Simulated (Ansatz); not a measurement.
# Work function of Pd(111): what the settings cost and change, part 2 of 2

Aim: the work function of Pd(111) across levels of theory at one geometry.

Ansatz 0.2.0; plane-wave DFT, PBE, Ansatz PAW (the session's first sound run).

So far, work function, upper face (eV): step 2 (run, setting PBE, Ansatz PAW (420 eV)) 5.22; step 4 (PBEsol) 5.36; step 5 (RPBE) 5.03; step 6 (r2SCAN) 5.22; step 7 (PBE JTH) 5.22.

## 8. Run

This step: plane-wave DFT, PBE, norm-conserving (Ansatz 0.2.0).

input.yaml

```yaml
crystal:
  lattice:
    - [2.7506453788, 0.0, 0.0]
    - [1.3753226894, 2.3821287749, 0.0]
    - [0.0, 0.0, 31.4753552829]
  atoms:
    - { symbol: Pd, position: [0.0, 0.0, 0.2859379956] }
    - { symbol: Pd, position: [0.3333333333, 0.3333333333, 0.3572919971] }
    - { symbol: Pd, position: [0.6666666667, 0.6666666667, 0.4286459985] }
    - { symbol: Pd, position: [0.0, 0.0, 0.5] }
    - { symbol: Pd, position: [0.3333333333, 0.3333333333, 0.5713540015] }
    - { symbol: Pd, position: [0.6666666667, 0.6666666667, 0.6427080029] }
    - { symbol: Pd, position: [0.0, 0.0, 0.7140620044] }
kpoints:
  mp_grid: { grid: [17, 17, 1] }
hamiltonian:
  xc: pbe
  pseudopotentials: { kind: nc }
scf:
  occupations: { method: fermi_dirac, width: 0.1 }
  convergence: { dr2_threshold: 1.0e-09 }
efield:
  axis: 3
  dipole_correction: true
  ramp_position: 0.97
  ramp_width: 0.06
output:
  write_potential: true
  write_density: true
  volumetric_format: npy
```

On the command line:

```sh
> ansatz run input.yaml --threads 4 --pin off --max-ram 6144MiB --backend cpu --events-out ev --progress --plain --runs-dir out
```

Log:

```text
[...]
Crystal: 7 atoms, lattice volume = 206.239 Å³
Basis set: ecut = 1115.666836 eV, 17517 PW (Γ)
Bands: 76, of which v1, the nominal top of the filled ones, is band 63 counted from 1 (62 counted from 0)
Symmetry: 6 space group operations
k-points: 33 of 289 (time reversal used)
[...]
k-point 0: bands = [... 59 lower, 6.2004, 6.4582, 6.4582, 6.8119, 6.8119, 6.8594, 7.1195, 7.1195, ... 9 higher]
  k-point 1: bands = [... 59 lower, 6.2190, 6.2826, 6.4640, 6.6080, 6.8149, 6.8433, 6.9656, 7.1234, ... 9 higher]
  k-point 2: bands = [... 59 lower, 6.1942, 6.2485, 6.3562, 6.4765, 6.6779, 6.8209, 7.1331, 7.2822, ... 9 higher]
  k-point 32: bands = [... 59 lower, 7.0479, 7.1010, 7.1651, 7.2079, 12.9191, 12.9560, 13.1873, 13.4550, ... 9 higher]
[key lines of the parts left out:]
SCF converged after 11 iterations
Free energy (F): -25799.030515 eV
Fermi energy:    7.333222 eV
Dipole field:    D = 0.000001 V/Å  (p = 0.000001 e·Å, saw-weighted, corrected)
Work function:   Φ+ = 5.2221 eV   Φ− = 5.2221 eV
```

Wall time 3.2 min (4 threads of Arm Neoverse N1, shared host); peak memory 2.8 GiB; 11 min of CPU time.

The work function is 5.222 eV, +0.002 eV from the run “PBE, Ansatz PAW (420 eV)”, at 4.6 times its CPU time.

## 9. Run

This step: plane-wave DFT, LDA, norm-conserving (Ansatz 0.2.0).

input.yaml: that of step 8 with these lines changed.

```diff
@@ -16,3 +16,3 @@
 hamiltonian:
-  xc: pbe
+  xc: lda
   pseudopotentials: { kind: nc }
```

Log:

```text
[...]
Crystal: 7 atoms, lattice volume = 206.239 Å³
Basis set: ecut = 1115.666836 eV, 17517 PW (Γ)
Bands: 76, of which v1, the nominal top of the filled ones, is band 63 counted from 1 (62 counted from 0)
Symmetry: 6 space group operations
k-points: 33 of 289 (time reversal used)
[...]
k-point 0: bands = [... 59 lower, 5.8104, 6.0703, 6.0703, 6.4007, 6.4276, 6.4276, 6.7385, 6.7385, ... 9 higher]
  k-point 1: bands = [... 59 lower, 5.8296, 5.8862, 6.0764, 6.2155, 6.4306, 6.4493, 6.5671, 6.7423, ... 9 higher]
  k-point 2: bands = [... 59 lower, 5.7991, 5.8597, 5.9609, 6.0896, 6.2756, 6.4369, 6.7519, 6.8989, ... 9 higher]
  k-point 32: bands = [... 59 lower, 6.6554, 6.7082, 6.7728, 6.8151, 12.4579, 12.4899, 12.7274, 12.9920, ... 9 higher]
[key lines of the parts left out:]
SCF converged after 12 iterations
Free energy (F): -25706.028946 eV
Fermi energy:    6.941065 eV
Dipole field:    D = 0.000000 V/Å  (p = 0.000000 e·Å, saw-weighted, corrected)
Work function:   Φ+ = 5.6467 eV   Φ− = 5.6467 eV
```

The job ended after 3.1 min (4 threads; peak memory 2.7 GiB; 11 min of CPU time).

The work function is 5.647 eV, +0.426 eV from the run “PBE, Ansatz PAW (420 eV)”, at 4.7 times its CPU time.

## 10. Slab, setting PBE, all layers relaxed

This step: plane-wave DFT, PBE, Ansatz PAW (Ansatz 0.2.0).

input.yaml: that of step 9 with these lines changed.

```diff
@@ -16,4 +16,3 @@
 hamiltonian:
-  xc: lda
-  pseudopotentials: { kind: nc }
+  xc: pbe
 scf:
@@ -26,2 +25,5 @@
   ramp_width: 0.06
+relax:
+  f_tol: 0.01
+  max_steps: 40
 output:
```

Log:

```text
[...]
Crystal: 7 atoms, lattice volume = 206.239 Å³
Basis set: ecut = 420 eV, 4035 PW (Γ), exchange–correlation on 40×40×432 points (8 copies of the dense FFT grid, shifted against one another)
Bands: 76, of which v1, the nominal top of the filled ones, is band 63 counted from 1 (62 counted from 0)
Symmetry: 6 space group operations
[...]
atoms:
    - { symbol: Pd, position: [-8.265038e-18, 0, 0.280304] }
    - { symbol: Pd, position: [0.333333, 0.333333, 0.353623] }
    - { symbol: Pd, position: [0.666667, 0.666667, 0.426750] }
    - { symbol: Pd, position: [0, 0, 0.500000] }
    - { symbol: Pd, position: [0.333333, 0.333333, 0.573250] }
    - { symbol: Pd, position: [0.666667, 0.666667, 0.646377] }
    - { symbol: Pd, position: [8.265039e-18, 0, 0.719696] }
[key lines of the parts left out:]
SCF converged after 10 iterations
Free energy (F): -48809.078271 eV
Fermi energy:    7.300159 eV
Dipole field:    D = -0.000000 V/Å  (p = -0.000001 e·Å, saw-weighted, corrected)
Work function:   Φ+ = 5.2444 eV   Φ− = 5.2444 eV
```

It took 1.7 min on 4 threads; peak memory 0.82 GiB.

The relaxation took 3 steps and lowered the energy by 0.054 eV; the largest force on the free atoms ends at 0.0072 eV/Å.

The work function is 5.244 eV, +0.024 eV from the run “PBE, Ansatz PAW (420 eV)”, at 2.3 times its CPU time.

## 11. Run

This step: plane-wave DFT, PBE, fully relativistic PAW with spin-orbit coupling (Ansatz 0.2.0).

input.yaml: that of step 10 with these lines changed.

```diff
@@ -17,2 +17,3 @@
   xc: pbe
+  pseudopotentials: { kind: paw_fr }
 scf:
@@ -25,5 +26,5 @@
   ramp_width: 0.06
-relax:
-  f_tol: 0.01
-  max_steps: 40
+magnetization:
+  noncollinear: true
+  spin_orbit: true
 output:
```

Log:

```text
[...]
non-collinear run that drives no moment, with spin-orbit: no starting moment large enough to seed its density (crystal.atoms[].spin), no starting occupations that ask for one, no magnetisation constraint and no magnetic field, so the semilocal B_xc is pinned to zero
Crystal: 7 atoms, lattice volume = 206.239 Å³
[...]
k-point 1: bands = [... 122 lower, 6.4789, 6.4789, 6.6194, 6.6194, 6.7959, 6.7959, 6.8535, 6.8535, ... 22 higher]
  k-point 2: bands = [... 122 lower, 6.3670, 6.3670, 6.4968, 6.4968, 6.6851, 6.6851, 6.8458, 6.8458, ... 22 higher]
  k-point 32: bands = [... 122 lower, 7.1739, 7.1739, 7.2165, 7.2165, 12.9134, 12.9134, 12.9499, 12.9499, ... 22 higher]
[key lines of the parts left out:]
SCF converged after 15 iterations
Magnetization: |M| = 0.0000 μB,  M = (+0.0000, +0.0000, +0.0000) μB
Free energy (F): -48823.513817 eV
Fermi energy:    7.346940 eV
Dipole field:    D = -0.000000 V/Å  (p = -0.000000 e·Å, saw-weighted, corrected)
Work function:   Φ+ = 5.2111 eV   Φ− = 5.2111 eV
```

The job ended after 5.9 min (4 threads; peak memory 3.3 GiB).

The work function is 5.211 eV, -0.009 eV from the run “PBE, Ansatz PAW (420 eV)”, at 9.0 times its CPU time.

## 12. The series together

Times are for 4 threads of Arm Neoverse N1, shared host. The series side by side:

```tsv
no.	setting	work function, upper face (eV)	time	memory (GiB)
1	PBE, Ansatz PAW (420 eV)	5.220	48 s	0.92
2	LDA, Ansatz PAW (420 eV)	5.642	44 s	0.91
3	PBEsol, Ansatz PAW (420 eV)	5.355	46 s	0.93
4	RPBE, Ansatz PAW (420 eV)	5.029	44 s	0.91
5	r2SCAN, Ansatz PAW (500 eV)	5.218	2.2 min	1.5
6	PBE, JTH PAW (1110 eV)	5.217	4 min	3
7	PBE, norm-conserving (1116 eV)	5.222	3.2 min	2.8
8	LDA, norm-conserving (1116 eV)	5.647	3.1 min	2.7
9	PBE, all layers relaxed	5.244	1.7 min	0.82
10	PBE with spin-orbit coupling (420 eV)	5.211	5.9 min	3.3
```

## 13. Varying the input

This step: plane-wave DFT, PBE, Ansatz PAW (Ansatz 0.2.0).

An input spoilt on purpose, to show how the run answers: it repeats the earlier run “PBE, Ansatz PAW (420 eV)” with efield.axis from 3 to 2, and scf.max_iter set to 80; its output block differs too.

input.yaml: that of step 11 with these lines changed.

```diff
@@ -17,3 +17,2 @@
   xc: pbe
-  pseudopotentials: { kind: paw_fr }
 scf:
@@ -21,4 +20,5 @@
   convergence: { dr2_threshold: 1.0e-09 }
+  max_iter: 80
 efield:
-  axis: 3
+  axis: 2
   dipole_correction: true
@@ -26,5 +26,2 @@
   ramp_width: 0.06
-magnetization:
-  noncollinear: true
-  spin_orbit: true
 output:
```

Log:

```text
Engine: ansatz 0.2.0, aarch64-unknown-linux-gnu
Pseudopotentials: kind: paw
Pseudopotential: Pd, paw, valence charge 18, recommended cutoff 420 eV (normal), Pd.paw.azcp
Functional definition: PBE
  parameter kappa = 0.804
  parameter beta = 0.066725
  exchange = pbe_x(kappa = kappa, mu = beta*pi^2/3)
  correlation = pbe_c(beta = beta)
Crystal: 7 atoms, lattice volume = 206.239 Å³
Basis set: ecut = 420 eV, 4035 PW (Γ)
Bands: 76, of which v1, the nominal top of the filled ones, is band 63 counted from 1 (62 counted from 0)
Symmetry: 2 space group operations
k-points: 81 of 289 (time reversal used)
Non-local potential: Pd, projectors of the file, l = 0: 2, l = 1: 2, l = 2: 2, l = 3: 1
PAW form: soft (Blöchl's): semilocal exchange-correlation on the pseudo side does not see the compensation charge
PAW one-centre angular grid: Pd, 590 points (default); XC on 64 Gauss nodes
Initial density: superposition of atomic densities (neutral atoms: chi_scale 0, normalization atom), corrected by the library's trained network
Initial wavefunctions: pseudopotential atomic-orbital guess
Functional: x = pbe(κ = 0.804, μ = 0.219515), c = pbe(β = 0.066725)
Error: efield: ion 0 (Pd) at fractional coordinate 0.0000 along the field axis lies inside the sawtooth ramp with 2 of the planes that the density is read on at each end, [0.8700, 0.1300] — the ramp must sit in vacuum (an ion there feels the fictitious reversed slope); set or move the ramp (efield.ramp_position / ramp_width) or move the geometry
```

Wall time 0.72 s (4 threads); peak memory 0.62 GiB.

The input was rejected at the start.

The program's message: “Error: efield: ion 0 (Pd) at fractional coordinate 0.0000 along the field axis lies inside the sawtooth ramp with 2 of the planes that the density is read on at each end, [0.8700, 0.1300] — the ramp m …”

The fault put into the input: the field along an axis without vacuum.

## 14. Summary of results

```
work function, PBE, Ansatz PAW (420 eV)              : 5.220 eV
work function, LDA, Ansatz PAW (420 eV)              : 5.642 eV
work function, RPBE, Ansatz PAW (420 eV)             : 5.029 eV
work function, r2SCAN, Ansatz PAW (500 eV)           : 5.218 eV
work function, LDA, norm-conserving (1116 eV)        : 5.647 eV
work function, PBE, all layers relaxed               : 5.244 eV
work function, PBE with spin-orbit coupling (420 eV) : 5.211 eV
```

What this shows: PBE on the default files gives 5.22 eV, and the settings tried spread the value from 5.03 to 5.65 eV. At one geometry LDA lies 0.42 eV above PBE. The choice of pseudopotentials moves the PBE value by 0.005 eV. Relaxing the layers changes it by +0.024 eV. Spin-orbit coupling, on the fully relativistic files, changes it by -0.01 eV. The ladder's slabs use the tabulated experimental lattice constant (two decimals; a low-temperature value for the alkali metals).

Calculation against experiment:

| quantity | measured | PBE, Ansatz PAW (420 eV) | RPBE, Ansatz PAW (420 eV) | r2SCAN, Ansatz PAW (500 eV) | LDA, norm-conserving (1116 eV) | PBE, all layers relaxed | PBE with spin-orbit coupling (420 eV) |
| --- | --- | --- | --- | --- | --- | --- | --- |
| work function (clean (111) face, a compiled value) (eV) | 5.67 | 5.22 (-0.45 eV) | 5.03 (-0.64 eV) | 5.22 (-0.45 eV) | 5.65 (-0.02 eV) | 5.24 (-0.43 eV) | 5.21 (-0.46 eV) |

Measured values from arxiv:1902.07811 (2019).

Verdict: For the work function, of the levels listed nearest comes LDA, norm-conserving (1116 eV) (-0.02 eV, good agreement) and farthest RPBE, Ansatz PAW (420 eV) (-0.64 eV, a clear miss).

[Long decimals in the printed logs are rounded to 6 places.]

[Logs are printed without paths, hosts, clocks, repeated set-up lines and the standing remarks that a program may print on its own settings, such as how far it seeks lower states.]

[Hosts, paths, dates, database ids (printed as entryN), source tags and the programs' standing remarks are cut or masked in the printed files.]

[Maps of the electrostatic potential energy from Ansatz leave out the sawtooth potential of an applied field or a dipole correction, so their vacuum need not be flat; planar profiles and work functions include it.]
